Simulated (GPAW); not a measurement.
## STM contrast on 1T-IrSTe monolayer

Aim: Tersoff-Hamann images of 1T-IrSTe monolayer at several biases.

Calculated with GPAW 26.7.0; GPAW, PAW setups; layer in a repeated cell with vacuum, relaxation of atoms and in-plane cell, in the first sound run; inputs show where later runs differ.

## 1. The starting structure

The cell holds 3 atoms: 1 Te, 1 Ir and 1 S. Cell: a = 3.581 Å, b = 3.581 Å, c = 18.782 Å, α = 90.0°, β = 90.0°, γ = 120.0°. Vacuum lies along c.

Structure file:

```cif
data_structure
_symmetry_space_group_name_H-M 'P 1'
_symmetry_Int_Tables_number 1
_cell_length_a 3.5811
_cell_length_b 3.5811
_cell_length_c 18.7816
_cell_angle_alpha 90.000
_cell_angle_beta 90.000
_cell_angle_gamma 120.000
_cell_volume 208.59
loop_
_atom_site_label
_atom_site_type_symbol
_atom_site_fract_x
_atom_site_fract_y
_atom_site_fract_z
_atom_site_occupancy
Te1 Te 0.66667 0.33333 0.42595 1
Ir2 Ir 0.00000 0.00000 0.51582 1
S3 S 0.33333 0.66667 0.57405 1
```

## 2. Relaxation

Forces are removed first; all later runs use this geometry.

Contents of run.py:

```python
import json
import numpy as np
from ase import Atoms
from ase.filters import FrechetCellFilter
from ase.optimize import BFGS
from gpaw import GPAW, PW

slab = Atoms(
    ['Te', 'Ir', 'S'],
    positions=[
        [1.79053, 1.03376, 8.00000],
        [0.00000, 0.00000, 9.68787],
        [-0.00000, 2.06752, 10.78161]],
    cell=[[3.58106, 0.0, 0.0], [-1.79053, 3.10129, 0.0], [0.0, 0.0, 18.7816]],
    pbc=[True, True, True])

slab.calc = GPAW(mode=PW(600), xc='PBE', kpts={'size': (9, 9, 1), 'gamma': True},
                 occupations={'name': 'fermi-dirac', 'width': 0.05}, nbands='160%',
                 convergence={'density': 1e-05}, maxiter=200,
                 symmetry={'tolerance': 1e-3}, txt='slab.txt')
result = {}
# The in-plane cell is free; stress needs a cell that repeats along all three vectors
path = []
opt = BFGS(FrechetCellFilter(slab, mask=[1, 1, 0, 0, 0, 1]), maxstep=0.2)
opt.attach(lambda: path.append((slab.get_potential_energy(), slab.positions.tolist(), slab.get_forces().tolist())))
result['relaxed'] = bool(opt.run(fmax=0.02, steps=45))
result['path'] = path
result['cell'] = slab.cell.tolist()
print('in-plane lattice', slab.cell.cellpar().round(4)[[0, 1, 5]])
energy = slab.get_potential_energy()
fermi = slab.calc.get_fermi_level()
v = slab.calc.get_electrostatic_potential().mean((0, 1)) - fermi
n = slab.calc.get_pseudo_density().mean((0, 1))
L = slab.cell[2, 2]
z = np.arange(len(v)) * L / len(v)
low, high = slab.positions[:, 2].min(), slab.positions[:, 2].max()
below, above = np.interp([low - 5.8, high + 5.8], z, v)
slopes = [np.interp(x, z, np.gradient(v, z)) for x in (low - 5.8, high + 5.8)]
eps = np.array([[slab.calc.get_eigenvalues(k, s) for k in range(len(slab.calc.get_ibz_k_points()))]
                for s in range(slab.calc.get_number_of_spins())]) - fermi
top, bottom = eps[eps < 0].max(), eps[eps > 0].min()
dipole = slab.get_dipole_moment()[2]
print(f'energy {energy:.4f} eV, Fermi level {fermi:.4f} eV, dipole {dipole:.5f} e A')
print(f'potential 5.8 A off the faces, from the Fermi level: lower {below:.4f} eV, upper {above:.4f} eV')
print(f'slope of the potential there: lower {slopes[0]:.5f}, upper {slopes[1]:.5f} eV/A')
print(f'nearest levels on the mesh: {top:.4f} and {bottom:.4f} eV')
print('magnetic moment', round(slab.get_magnetic_moment(), 3))
result.update(energy=energy, fermi=fermi, dipole=dipole, below=below, above=above, slopes=slopes, edges=[top, bottom],
              z=z.tolist(), v=v.tolist(), n=n.tolist(), positions=slab.positions.tolist(),
              forces=slab.get_forces(apply_constraint=False).tolist(), moments=slab.get_magnetic_moments().tolist())
json.dump(result, open('result.json', 'w'))
```

Launch:

```sh
> OMP_NUM_THREADS=1 OPENBLAS_NUM_THREADS=1 python run.py
```

The program printed:

```text
Step          Energy          fmax
BFGS:    0      -17.122805        0.662992
BFGS:    1      -17.140254        0.456726
BFGS:    2      -17.156402        0.041559
BFGS:    3      -17.156557        0.039028
BFGS:    4      -17.156628        0.031905
BFGS:    5      -17.156728        0.036805
BFGS:    6      -17.156820        0.044373
BFGS:    7      -17.157000        0.066814
BFGS:    8      -17.157405        0.093793
BFGS:    9      -17.158403        0.134781
BFGS:   10      -17.159366        0.146819
BFGS:   11      -17.160576        0.087353
BFGS:   12      -17.160976        0.002985
in-plane lattice [  3.6845   3.6845 120.    ]
energy -17.1502 eV, Fermi level -1.1797 eV, dipole -0.06972 e A
potential 5.8 A off the faces, from the Fermi level: lower 4.8246 eV, upper 5.0801 eV
slope of the potential there: lower -0.05689, upper -0.05697 eV/A
nearest levels on the mesh: -0.0207 and 0.0360 eV
magnetic moment 0.0
```

Run time: 8.2 min. Hardware: 1 thread of Arm Neoverse V1, shared host; peak memory 0.37 GiB.

Numbers from this step:

- dipole along the normal: -0.06972 e·Å
- levels nearest the Fermi level on the mesh: -0.02069, 0.03597 eV from the Fermi level

Electrostatic potential energy of an electron (without an applied field's), less the Fermi level, planar mean against z:

z (Å), electrostatic potential energy of an electron (without an applied field's), less the Fermi level, planar mean (eV) and a bar from the least value:
```
        0        5.0 ##############################
        1        4.9 ##############################
        2        4.8 #############################
        3        4.8 #############################
        4        4.7 #############################
        5        4.7 #############################
        6        4.4 #############################
        7        1.2 #########################
        8      -19.0 
        9       -6.1 ################
       10      -13.7 #######
       11       -8.9 #############
       12        4.6 #############################
       13        5.3 ##############################
       14        5.2 ##############################
       15        5.2 ##############################
       16        5.1 ##############################
       17        5.1 ##############################
       18        5.0 ##############################
```

Pseudo valence density, planar mean against z:

```
z (Å)  pseudo valence density, planar mean (e/Å³)
  4.0                                      3.7e-5
  4.5                                      1.5e-4
  5.0                                      5.8e-4
  5.5                                     0.00230
  6.0                                     0.00923
  6.5                                      0.0363
  7.0                                       0.127
  7.5                                       0.270
  8.0                                       0.101
  8.5                                       0.351
  9.0                                       0.465
  9.5                                        1.14
 10.0                                       0.993
 10.5                                       0.519
 11.0                                       0.348
 11.5                                       0.176
 12.0                                      0.0418
 12.5                                     0.00860
 13.0                                     0.00176
 13.5                                      3.7e-4
 14.0                                      7.7e-5
```

The relaxation lowered the energy of the cell by 0.0375 eV (energies extrapolated to zero smearing; the optimiser's log prints free energies). The largest force left on a free atom is 0.0014 eV/Å.

## 3. The slab's potential

The work function is the vacuum plateau of the electrostatic potential less the Fermi level; a dipole layer lets the two faces have plateaus of their own.

This step: GPAW, PAW setups; slab in vacuum (GPAW 26.7.0).

The cell differs from the one that the last finished run ended in (c 18.782 → 18.693 Å).

Contents of run.py:

```python
import json
import numpy as np
from ase import Atoms
from ase.dft.stm import STM
from gpaw import GPAW, PW

slab = Atoms(
    ['Te', 'Ir', 'S'],
    positions=[
        [1.84226, 1.06363, 8.00000],
        [0.00000, -0.00000, 9.63736],
        [0.00000, 2.12725, 10.69341]],
    cell=[[3.68452, 0.0, 0.0], [-1.84226, 3.19089, 0.0], [0.0, 0.0, 18.6934]],
    pbc=[True, True, False])

slab.calc = GPAW(mode=PW(400), xc='PBE', kpts={'size': (9, 9, 1), 'gamma': True},
                 occupations={'name': 'fermi-dirac', 'width': 0.05}, nbands='160%',
                 convergence={'density': 1e-05}, maxiter=200,
                 poissonsolver={'dipolelayer': 'xy'},
                 symmetry={'tolerance': 1e-3}, txt='slab.txt')
result = {}
energy = slab.get_potential_energy()
fermi = slab.calc.get_fermi_level()
v = slab.calc.get_electrostatic_potential().mean((0, 1)) - fermi
n = slab.calc.get_pseudo_density().mean((0, 1))
L = slab.cell[2, 2]
z = np.arange(len(v)) * L / len(v)
low, high = slab.positions[:, 2].min(), slab.positions[:, 2].max()
below, above = np.interp([low - 5.8, high + 5.8], z, v)
slopes = [np.interp(x, z, np.gradient(v, z)) for x in (low - 5.8, high + 5.8)]
eps = np.array([[slab.calc.get_eigenvalues(k, s) for k in range(len(slab.calc.get_ibz_k_points()))]
                for s in range(slab.calc.get_number_of_spins())]) - fermi
top, bottom = eps[eps < 0].max(), eps[eps > 0].min()
dipole = slab.get_dipole_moment()[2]
print(f'energy {energy:.4f} eV, Fermi level {fermi:.4f} eV, dipole {dipole:.5f} e A')
print(f'potential 5.8 A off the faces, from the Fermi level: lower {below:.4f} eV, upper {above:.4f} eV')
print(f'slope of the potential there: lower {slopes[0]:.5f}, upper {slopes[1]:.5f} eV/A')
print(f'nearest levels on the mesh: {top:.4f} and {bottom:.4f} eV')
print('magnetic moment', round(slab.get_magnetic_moment(), 3))
result.update(energy=energy, fermi=fermi, dipole=dipole, below=below, above=above, slopes=slopes, edges=[top, bottom],
              z=z.tolist(), v=v.tolist(), n=n.tolist(), positions=slab.positions.tolist(),
              forces=slab.get_forces(apply_constraint=False).tolist(), moments=slab.get_magnetic_moments().tolist())

# Images need the states of the whole zone, up to time reversal
slab.calc = slab.calc.fixed_density(symmetry={'point_group': False}, txt='states.txt', nbands='250%',
                                    convergence={'bands': 'CBM+1.3'})
stm = STM(slab)
result['stm'] = []
for bias in [-1.0, 1.0]:
    height = high + 4.0
    current = stm.get_averaged_current(bias, height)
    x, y, h = stm.scan(bias, current)
    i, f = divmod(height / L * stm.ldos.shape[2], 1)
    I = abs((1 - f) * stm.ldos[:, :, int(i)] + f * stm.ldos[:, :, int(i) + 1])
    print(f'bias {bias} V: mean current at 4.0 A {current:.4e}, corrugation {np.ptp(h):.4f} A')
    result['stm'].append(dict(bias=bias, current=current, h=(h - high).tolist(), I=I.tolist()))
json.dump(result, open('result.json', 'w'))
```

The program printed:

```text
energy -17.0837 eV, Fermi level -1.1698 eV, dipole -0.05131 e A
potential 5.8 A off the faces, from the Fermi level: lower 4.5712 eV, upper 5.3574 eV
slope of the potential there: lower -0.00001, upper -0.00007 eV/A
nearest levels on the mesh: -0.0206 and 0.0360 eV
magnetic moment 0.0
bias -1.0 V: mean current at 4.0 A 1.9034e-06, corrugation 0.5081 A
bias 1.0 V: mean current at 4.0 A 6.0207e-06, corrugation 0.1570 A
```

The job ended after 1.9 min (1 thread; peak memory 0.35 GiB).

This step gave:

```
dipole along the normal                    : -0.05131 e·Å
levels nearest the Fermi level on the mesh : -0.02058, 0.03597 eV from the Fermi level
upper work function                        : 5.357 eV
lower work function                        : 4.571 eV
corrugation -1                             : 0.5081 Å
corrugation 1                              : 0.1570 Å
```

Electrostatic potential energy of an electron (without an applied field's), less the Fermi level, planar mean against z:

```
z (Å)  electrostatic potential energy of an electron (without an applied field's), less the Fermi level, planar mean (eV)
  0.0                                                                                                                4.96
  0.5                                                                                                                4.57
  1.0                                                                                                                4.57
  1.5                                                                                                                4.57
  2.0                                                                                                                4.57
  2.5                                                                                                                4.57
  3.0                                                                                                                4.57
  3.5                                                                                                                4.57
  4.0                                                                                                                4.57
  4.5                                                                                                                4.57
  5.0                                                                                                                4.55
  5.5                                                                                                                4.51
  6.0                                                                                                                4.32
  6.5                                                                                                                3.59
  7.0                                                                                                               0.754
  7.5                                                                                                               -8.44
  8.0                                                                                                               -19.2
  8.5                                                                                                               -9.73
  9.0                                                                                                               -6.53
  9.5                                                                                                               -15.0
 10.0                                                                                                               -13.1
 10.5                                                                                                               -13.7
 11.0                                                                                                               -7.48
 11.5                                                                                                                2.23
 12.0                                                                                                                4.72
 12.5                                                                                                                5.23
 13.0                                                                                                                5.33
 13.5                                                                                                                5.35
 14.0                                                                                                                5.36
 14.5                                                                                                                5.36
 15.0                                                                                                                5.36
 15.5                                                                                                                5.36
 16.0                                                                                                                5.36
 16.5                                                                                                                5.36
 17.0                                                                                                                5.36
 17.5                                                                                                                5.36
 18.0                                                                                                                5.36
 18.5                                                                                                                5.18
```

Pseudo valence density, planar mean against z:

```csv
z (Å),"pseudo valence density, planar mean (e/Å³)"
4,4.7e-5
5,6.7e-4
6,0.0105
7,0.142
8,0.124
9,0.499
10,0.921
11,0.346
12,0.0374
13,0.00152
14,6.5e-5
```

Tip height over the top atom over a1 and a2. Sample bias -1 V, constant current at the mean current 4.0 Å over the top atom.

Ten even steps from '0' (3.69 Å) to '9' (4.20 Å):
```
012456677776654210
124567888887654210
245678999987654211
356789999987653222
567899999987653333
568999999986543334
678999999876543345
678999998766543456
778999987765433456
678888876654333456
667777666543333456
566666555433333455
555555444333333444
344433333333333333
222223334444443332
111123345555543321
000123456666543210
001235566766553210
```
Columns: a1 from 0 to 0.944; rows upwards: a2 from 0 to 0.944.

Local density of states summed over the bias window over a1 and a2. Sample bias -1 V, constant height 4.0 Å over the top atom.

Values in units of 1e-6 arbitrary, 12 rows by 16 columns, each cell a mean:
```
1.1 1.2 1.4 1.7 2.0 2.2 2.5 2.6 2.6 2.4 2.1 1.8 1.6 1.3 1.1 1.0
1.2 1.4 1.7 2.1 2.4 2.7 2.9 3.0 2.9 2.6 2.2 1.9 1.6 1.3 1.2 1.1
1.5 1.9 2.2 2.6 3.0 3.3 3.4 3.3 3.0 2.6 2.2 1.8 1.5 1.3 1.3 1.3
1.8 2.2 2.6 3.0 3.4 3.6 3.5 3.3 3.0 2.5 2.1 1.8 1.5 1.4 1.4 1.5
2.1 2.5 2.9 3.2 3.4 3.5 3.3 3.0 2.6 2.2 1.9 1.6 1.5 1.5 1.6 1.8
2.2 2.6 2.9 3.1 3.2 3.1 2.9 2.6 2.3 2.0 1.7 1.5 1.5 1.5 1.6 1.9
2.1 2.4 2.5 2.6 2.6 2.5 2.3 2.1 1.8 1.6 1.5 1.4 1.5 1.5 1.7 1.9
1.9 2.1 2.1 2.1 2.1 2.0 1.9 1.7 1.6 1.5 1.4 1.4 1.5 1.5 1.6 1.8
1.6 1.6 1.6 1.6 1.6 1.5 1.5 1.5 1.5 1.4 1.4 1.4 1.5 1.5 1.5 1.5
1.3 1.3 1.3 1.3 1.3 1.4 1.4 1.5 1.5 1.5 1.5 1.5 1.5 1.4 1.4 1.3
1.1 1.1 1.1 1.2 1.3 1.4 1.6 1.7 1.8 1.8 1.7 1.6 1.5 1.3 1.2 1.1
1.0 1.0 1.1 1.3 1.5 1.7 1.9 2.1 2.1 2.1 1.9 1.7 1.5 1.3 1.2 1.0
```
Columns: a1 from 0 to 0.944; rows upwards: a2 from 0 to 0.944.

Tip height over the top atom over a1 and a2. Sample bias 1 V, constant current at the mean current 4.0 Å over the top atom.

Ten even steps from '_' (3.94 Å) to '@' (4.10 Å):
```
______..::--==++++++++==--::..______
____..::--++****##****++--::..______
__..::==++**##%%%%##**++==::..______
..::--++**##%%@@%%##**++--::..______
::--++**##%%@@@@%%##**++--::........
--==**##%%@@@@@@%%##**==--::......::
==++**%%@@@@@@@@%%**++==::........::
==++##%%%%%%%%%%##++==--::......::--
==++**########**++==--::........::--
==++**********++==--::..........::--
====++++++++====--::............::--
------==------::::..............::::
::::::::::::::....................::
....................................
__________........................__
__________......::::::::::......____
__________..::::--------::::..______
________..::--==========--::..______
```
Columns: a1 from 0 to 0.944; rows upwards: a2 from 0 to 0.944.

Local density of states summed over the bias window over a1 and a2. Sample bias 1 V, constant height 4.0 Å over the top atom.

Ten even steps from '0' (5.20 × 1e-6 arbitrary) to '9' (7.76 × 1e-6 arbitrary):
```
000123455554321000
001234667664321000
012346788764321000
123467898764321000
234679999764321111
346789998764311111
356899998653211112
457889887542111112
456777765422111122
456666654221111122
344444432211111122
333333321111111112
222222111111111111
111111111111111111
000001111111111110
000001111222111100
000001122222211000
000012334443321000
```
Columns: a1 from 0 to 0.944; rows upwards: a2 from 0 to 0.944.

The potential is flat to 7.3e-5 eV/Å where it is read, so the vacuum is wide enough.

## 4. Outcome

| Property | Result |
| --- | --- |
| work function, upper and lower face | 5.357 and 4.571 eV |
| dipole along the normal | -0.0513 e Å |
| corrugation at -1 V | 0.508 Å |
| corrugation at 1 V | 0.157 Å |

What this shows: The corrugation at constant current is largest at -1 V, where the tip height varies by 0.51 Å over the cell. Negative sample bias images filled states, positive bias empty ones. The two faces differ by 0.79 eV, the step that the slab's dipole makes (e p/(ε0 A) gives 0.79 eV), so the dipole layer is needed. The images are of Tersoff-Hamann type: an s-wave tip, no tip-sample forces, heights closer than in a microscope. The relaxation of atoms and cell ran in a fully periodic cell without the dipole layer, so the atoms of this polar layer felt a small spurious field. The cell holds an odd number of electrons, so without spin polarisation it must come out metallic and without a moment, whatever its true state. The layer's cell and atoms come from the relaxation; spin-orbit coupling and temperature are left out.

[Logs are printed without paths, hosts, clocks, repeated set-up lines and the standing remarks that a program may print on its own settings, such as how far it seeks lower states.]

[Hosts, paths, dates, database ids (printed as entryN), source tags and the programs' standing remarks are cut or masked in the printed files.]
